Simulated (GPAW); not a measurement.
# How CsPbCl3 absorbs and reflects light, part 2 of 2

Aim: the dielectric function of CsPbCl3, and the optical constants that follow from it.

GPAW 26.7.0; DFT, LDA, plane-wave PAW (GPAW data sets), scalar-relativistic, RPA, optical limit.

So far. Step 2 (Ground state): There is a gap, 1.68 eV on this mesh (points off the mesh can give less), so no carriers' term is needed.

**4. Dielectric function, RPA**

Local fields let the induced charge screen the field inside the cell, which as a rule lowers ε, most along directions where the density is uneven.

This step: DFT, LDA, plane-wave PAW (GPAW data sets), scalar-relativistic, RPA, optical limit (GPAW 26.7.0).

df.py reads:

```python
from gpaw.response.df import DielectricFunction

df = DielectricFunction('full.gpw', frequencies={'type': 'nonlinear', 'domega0': 0.03, 'omega2': 8},
                        ecut=50,
                        eta=0.1,
                        nbands=78,
                        txt='df.txt')
for direction in ['x']:
    df.get_dielectric_function(xc='RPA', direction=direction, filename=f'df_{direction}.csv')
```

Command:

```bash
$ OMP_NUM_THREADS=1 python df.py
```

Numbers of over 12 decimals in the logs are rounded to 6 here.

The program printed:

```text
Using integrator: PointIntegrator
NonLinearFrequencyDescriptor(from 0.000 to 45.517 eV, 453 points)
Nonperiodic BCs:  [False False False]
Using integrator: PointIntegrator
NonLinearFrequencyDescriptor(from 0.000 to 45.517 eV, 453 points)
Nonperiodic BCs:  [False False False]

Calculating chi0 body with:
    Ground state adapter containing:
    Number of spins: 1
    Number of kpoints: 216
    Number of irreducible kpoints: 20
    Number of completely occupied states: 22
    Number of partially occupied states: 22

    Linear response parametrization:
    q_c: [0.0, 0.0, 0.0]
    Number of frequency points: 453
    Planewave cutoff: 50.0
    Number of bands: 78
    Number of planewaves: 147
    Broadening (eta): 0.1

Integrating chi0 body.

Symmetries of q_c:
    Direct symmetries (Uq -> q): 48
    Indirect symmetries (TUq -> q): 0
In total 48 allowed symmetries.

20 groups of equivalent kpoints. 90.740741% reduction.

Integral kind: spectral function

Calculating chi0 optical extensions with:
    Ground state adapter containing:
    Number of spins: 1
    Number of kpoints: 216
    Number of irreducible kpoints: 20
    Number of completely occupied states: 22
    Number of partially occupied states: 22

    Linear response parametrization:
    Number of frequency points: 453
    Planewave cutoff: 50.0
    Number of bands: 78
    Number of planewaves: 147
    Broadening (eta): 0.1
Integrating chi0 head and wings.

Symmetries of q_c:
    Direct symmetries (Uq -> q): 48
    Indirect symmetries (TUq -> q): 0
In total 48 allowed symmetries.

20 groups of equivalent kpoints. 90.740741% reduction.

Integral kind: spectral function wings
```

It took 23 s on 1 thread of Arm Neoverse V2, shared host; peak memory 0.74 GiB.

Numbers from this step:

```
electronic dielectric constant ε∞, mean over x, y and z (by symmetry where fewer were run) : 4.260
main peak of Im epsilon, first axis                                                        : 3.446 eV
```

Some rows of df_x.csv (energy; Re and Im without local fields; Re and Im with them):

```text
0.000000, 4.810532, -0.000000, 4.259700, -0.000000
0.555532, 4.889880, 0.030297, 4.331670, 0.027500
1.143969, 5.224302, 0.100164, 4.635943, 0.091382
1.768324, 5.189722, 0.856446, 4.582627, 0.801036
2.431988, 4.842394, 1.265590, 4.230125, 1.180133
3.138794, 4.470467, 2.335405, 3.902355, 2.174949
3.893091, 4.352578, 2.013764, 3.704410, 1.856112
4.699832, 3.286068, 2.960503, 2.707649, 2.766774
5.564682, 1.858506, 3.625542, 1.310160, 3.381510
6.494155, 2.748654, 2.551450, 1.937468, 2.145291
7.495775, 2.888584, 2.554857, 1.945158, 1.626947
8.578281, 1.090360, 2.220740, 0.866935, 1.702572
9.751884, 1.797029, 1.847587, 1.220688, 1.129536
11.028587, 0.290239, 2.626354, 0.848000, 2.239072
12.422601, 1.184922, 2.533226, 0.989660, 1.107193
13.950874, 0.256221, 2.797114, 0.869847, 1.121429
15.633783, -0.191106, 1.047111, 0.387747, 0.951351
17.496047, -0.096407, 0.746465, 0.514086, 0.809560
19.567954, 0.237130, 0.608725, 0.644701, 0.564312
```

The Im ε, E ∥ x has structure finer than the step of the table below, so its rows give means over 0.5 eV, whole bins alone (the curve runs from 0 to 21.0 eV). Peaks (eV: height): 2.28: 2.93, 2.86: 4.68, 3.43: 4.99, 4.24: 3.86, 4.89: 3.55, 5.51: 3.44, 6.66: 2.52.

Values under the direct gap are tails of Lorentzian lines. Table of Im ε, E ∥ x by photon energy; means over each step:

```
photon energy (eV)  Im ε, E ∥ x
               0.5       0.0249
               1.0       0.0711
               1.5        0.513
               2.0        0.994
               2.5         1.60
               3.0         2.97
               3.5         3.54
               4.0         2.85
               4.5         3.01
               5.0         3.03
               5.5         2.99
               6.0         2.23
               6.5         2.12
               7.0         1.83
               7.5         1.75
               8.0         2.32
               8.5         1.83
               9.0         1.52
               9.5         1.15
              10.0         1.16
              10.5         1.35
              11.0         1.89
              11.5         1.24
              12.0         1.28
              12.5         1.23
              13.0         1.36
              13.5         1.31
              14.0         1.13
              14.5         1.31
              15.0         1.46
              15.5         1.22
              16.0        0.969
              16.5        0.938
              17.0        0.942
              17.5        0.777
              18.0        0.784
              18.5        0.731
              19.0        0.631
              19.5        0.574
              20.0        0.579
              20.5        0.538
```

The Re ε, E ∥ x by photon energy:

```
photon energy (eV)  Re ε, E ∥ x
               0.0         4.26
               0.5         4.32
               1.0         4.53
               1.5         5.16
               2.0         5.40
               2.5         4.72
               3.0         3.38
               3.5         2.90
               4.0         4.31
               4.5         2.42
               5.0         1.83
               5.5         1.80
               6.0         1.15
               6.5         1.93
               7.0         1.02
               7.5         1.95
               8.0         1.09
               8.5        0.816
               9.0        0.665
               9.5        0.890
              10.0         1.21
              10.5         1.28
              11.0         1.02
              11.5        0.870
              12.0         1.02
              12.5         1.09
              13.0         1.03
              13.5        0.803
              14.0        0.885
              14.5         1.02
              15.0        0.760
              15.5        0.184
              16.0        0.473
              16.5        0.605
              17.0        0.352
              17.5        0.514
              18.0        0.572
              18.5        0.346
              19.0        0.542
              19.5        0.617
              20.0        0.600
              20.5        0.691
```

The reflectivity at normal incidence, E ∥ x has structure finer than the step of the table below, so its rows give means over 0.5 eV, whole bins alone (the curve runs from 0 to 21.0 eV). Peaks (eV: height): 2.21: 19.8, 2.82: 23.5, 3.43: 24.1, 4.29: 19.5, 4.89: 18.2, 5.56: 19.1, 15.44: 15.1.

The reflectivity at normal incidence, E ∥ x by photon energy; means over each step:

```
photon energy (eV)  reflectivity at normal incidence, E ∥ x (%)
               0.5                                         12.3
               1.0                                         13.0
               1.5                                         14.8
               2.0                                         16.4
               2.5                                         16.2
               3.0                                         17.8
               3.5                                         19.3
               4.0                                         16.0
               4.5                                         15.7
               5.0                                         15.9
               5.5                                         16.5
               6.0                                         12.8
               6.5                                         11.3
               7.0                                         10.5
               7.5                                         8.94
               8.0                                         13.4
               8.5                                         11.6
               9.0                                         9.72
               9.5                                         6.19
              10.0                                         5.34
              10.5                                         6.49
              11.0                                         11.7
              11.5                                         7.34
              12.0                                         6.84
              12.5                                         6.31
              13.0                                         7.47
              13.5                                         8.09
              14.0                                         6.14
              14.5                                         7.14
              15.0                                         9.44
              15.5                                         12.1
              16.0                                         8.08
              16.5                                         6.64
              17.0                                         8.70
              17.5                                         6.18
              18.0                                         5.71
              18.5                                         7.11
              19.0                                         4.99
              19.5                                         3.94
              20.0                                         3.88
              20.5                                         2.97
```

Table of refractive index n and extinction k by photon energy:

```
photon energy (eV)      n        k
               0.0   2.06        0
               0.5   2.08  0.00584
               1.0   2.13   0.0157
               1.5   2.27   0.0791
               2.0   2.33    0.124
               2.5   2.18    0.219
               3.0   1.96    0.676
               3.5   2.03     1.10
               4.0   2.19    0.683
               4.5   1.75    0.813
               5.0   1.65    0.952
               5.5   1.68     1.01
               6.0   1.35    0.816
               6.5   1.55    0.697
               7.0   1.24    0.716
               7.5   1.50    0.546
               8.0   1.34    0.842
               8.5   1.17    0.749
               9.0   1.07    0.689
               9.5   1.07    0.498
              10.0   1.19    0.461
              10.5   1.25    0.530
              11.0   1.32    0.846
              11.5   1.09    0.559
              12.0   1.15    0.555
              12.5   1.15    0.491
              13.0   1.16    0.564
              13.5   1.09    0.623
              14.0   1.07    0.520
              14.5   1.15    0.552
              15.0   1.09    0.650
              15.5  0.819    0.696
              16.0  0.884    0.556
              16.5  0.927    0.503
              17.0  0.836    0.589
              17.5  0.858    0.471
              18.0  0.873    0.437
              18.5  0.746    0.459
              19.0  0.835    0.395
              19.5  0.850    0.324
              20.0  0.847    0.343
              20.5  0.885    0.302
```

The loss function −Im 1/ε at q → 0, E ∥ x has structure finer than the step of the table below, so its rows give means over 0.5 eV, whole bins alone (the curve runs from 0 to 21.0 eV). Peaks (eV: height): 6.99: 0.424, 9.42: 0.589, 11.33: 0.615, 13.69: 0.628, 15.54: 0.931, 17.17: 1.05, 18.50: 1.17.

Values under the direct gap are tails of Lorentzian lines. Table of loss function −Im 1/ε at q → 0, E ∥ x by energy loss; means over each step:

energy loss (eV), loss function −Im 1/ε at q → 0, E ∥ x and a bar:
```
      0.5       0.00 
      1.0       0.00 
      1.5       0.02 #
      2.0       0.03 #
      2.5       0.06 ##
      3.0       0.11 ###
      3.5       0.14 ####
      4.0       0.14 ####
      4.5       0.20 ######
      5.0       0.22 #######
      5.5       0.25 ########
      6.0       0.35 ##########
      6.5       0.30 #########
      7.0       0.40 ############
      7.5       0.27 ########
      8.0       0.34 ##########
      8.5       0.45 ##############
      9.0       0.52 ################
      9.5       0.51 ###############
     10.0       0.39 ############
     10.5       0.35 ###########
     11.0       0.41 ############
     11.5       0.55 #################
     12.0       0.49 ###############
     12.5       0.48 ##############
     13.0       0.48 ###############
     13.5       0.56 #################
     14.0       0.55 #################
     14.5       0.49 ###############
     15.0       0.54 ################
     15.5       0.78 ########################
     16.0       0.82 #########################
     16.5       0.76 #######################
     17.0       0.88 ###########################
     17.5       0.88 ###########################
     18.0       0.83 #########################
     18.5       0.99 ##############################
     19.0       0.91 ############################
     19.5       0.83 #########################
     20.0       0.82 #########################
     20.5       0.71 ######################
```

From ε follow the optical constants at some laser and lamp lines:

```
wavelength (nm)     n      k  R (%)     1/α
           1550  2.10  0.011   12.6   12 µm
           1064  2.16  0.022   13.4  3.8 µm
            800  2.30  0.112   15.6  567 nm
            532  2.09  0.561   15.2   76 nm
            450  2.63  0.514   21.7   70 nm
            405  2.02  0.577   14.6   56 nm
            193  1.49  0.613    9.4   25 nm
```

Below the direct gap, k and the depth come from the tails of the Lorentzian lines, not from transitions.

**5. What came out**

| Quantity | Value |
| --- | --- |
| electronic dielectric constant ε∞, mean over x, y and z (by symmetry where fewer were run) (RPA) | 4.26 |
| main peak of Im epsilon, first axis | 3.45 eV |

**Reading.** At this level (LDA, RPA) CsPbCl3 has ε∞ = 4.26 and n = 2.10 at 1550 nm, and Im ε peaks at 3.4 eV. On the mesh the gap is 1.68 eV and the least direct gap 1.68 eV. Local fields change the static value along x from 4.81 to 4.26 (-11 %). Distinct maxima of Im ε, read by a parabola through the highest points, lie at 2.86 eV (4.7), 3.45 eV (5.1), 4.26 eV (3.9) and 4.89 eV (3.6). Excitons and phonon-assisted transitions are missing; LDA gaps are as a rule too small, which pulls the onset down and ε∞ up, while the missing spin-orbit coupling works the other way with such heavy atoms. Spin-orbit coupling is left out although heavy atoms are present. The sum runs over mesh points, so small or evenly spaced maxima can still be ripples of the mesh. The curves end at 21 eV, about where the summed bands run out.

[Machine, clock and banner lines and Python warnings are left out of the logs.]

[Logs are printed without paths, hosts, clocks, repeated set-up lines and the standing remarks that a program may print on its own settings, such as how far it seeks lower states.]

[Hosts, paths, dates, database ids (printed as entryN), source tags and the programs' standing remarks are cut or masked in the printed files.]
